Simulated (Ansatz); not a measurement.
## Rb on Pd(100): change of the work function: cost of one run

Ansatz 0.2.0; plane-wave DFT, PBE, Ansatz PAW, but for the change named below. The cell holds 17 atoms.

The input, input.yaml:

```yaml
crystal:
  lattice:
    - [5.5012907576, 0.0, 0.0]
    - [0.0, 5.5012907576, 0.0]
    - [0.0, 0.0, 27.161201975]
  atoms:
    - { symbol: Pd, position: [0.25, 0.25, 0.331354997] }
    - { symbol: Pd, position: [0.0, 0.0, 0.4029644936] }
    - { symbol: Pd, position: [0.25, 0.25, 0.4767815372] }
[... 8 atom lines left out ...]
    - { symbol: Pd, position: [0.5, 0.0, 0.5497641076] }
    - { symbol: Pd, position: [0.75, 0.75, 0.331354997] }
    - { symbol: Pd, position: [0.5, 0.5, 0.4029644936] }
    - { symbol: Pd, position: [0.75, 0.75, 0.4767815372] }
    - { symbol: Pd, position: [0.5, 0.5, 0.5497641076] }
    - { symbol: Rb, position: [0.25, 0.25, 0.668645003] }
kpoints:
  mp_grid: { grid: [6, 6, 1] }
hamiltonian:
  xc: pbe
  hubbard: { sites: [{ species: Pd, l: d, u_eff: 4.0 }], double_counting: amf }
scf:
  occupations: { method: fermi_dirac, width: 0.1 }
  convergence: { dr2_threshold: 1.0e-08 }
efield:
  axis: 3
  dipole_correction: true
  ramp_position: 0.97
  ramp_width: 0.06
relax:
  f_tol: 0.02
  max_steps: 60
  constraints: [{ sites: [0, 1, 4, 5, 8, 9, 12, 13] }]
output:
  bader: true
  dos: { projected: true, e_range: [-8, 4] }
  write_potential: true
  write_density: true
  volumetric_format: npy
```

On the command line:

```console
$ ansatz run input.yaml --threads 4 --pin off --max-ram 6144MiB --backend cpu --events-out ev --progress --plain --runs-dir out
```

The cutoff in use is 420 eV. For reference, a run of the same kind (4 atoms, 21 k-points, 44 bands and 3,579 plane waves; 30 SCF cycles) took 23 s and 0.53 GiB on the same hardware.

Q: Estimate wall time and peak memory on 4 threads of Arm Neoverse N1, shared host.

A cutoff of 420 eV is a sphere of radius 10.5 Å⁻¹, so a cell of 822 Å³ holds about V·G³/6π² = 16,065 plane waves. At two electrons a band, the 297 electrons need 149 bands, and 30 more are carried. Symmetry cuts the 6×6×1 mesh from 36 to 10 points. The run has 10 k-points, 179 bands and 16,023 plane waves. Taking the work of a cycle as k-points × spins × bands × plane waves, that is 8.7 times the reference, or 3.3 min at the reference's 30 cycles. The run needed 72 SCF cycles over 5 ionic steps, which makes it about 8 min. One copy of the wavefunctions takes 0.43 GiB at 16 bytes a coefficient, against 0.049 GiB in the reference; grids, projectors and work arrays come on top. Measured: about 11 min, with a peak of 4.1 GiB. The run took longer than the estimate, which leaves out the steps that grow as the square of the band count.

[Logs are printed without paths, hosts, clocks, repeated set-up lines and the standing remarks that a program may print on its own settings, such as how far it seeks lower states.]

[Hosts, paths, dates, database ids (printed as entryN), source tags and the programs' standing remarks are cut or masked in the printed files.]

[Maps of the electrostatic potential energy from Ansatz leave out the sawtooth potential of an applied field or a dipole correction, so their vacuum need not be flat; planar profiles and work functions include it.]
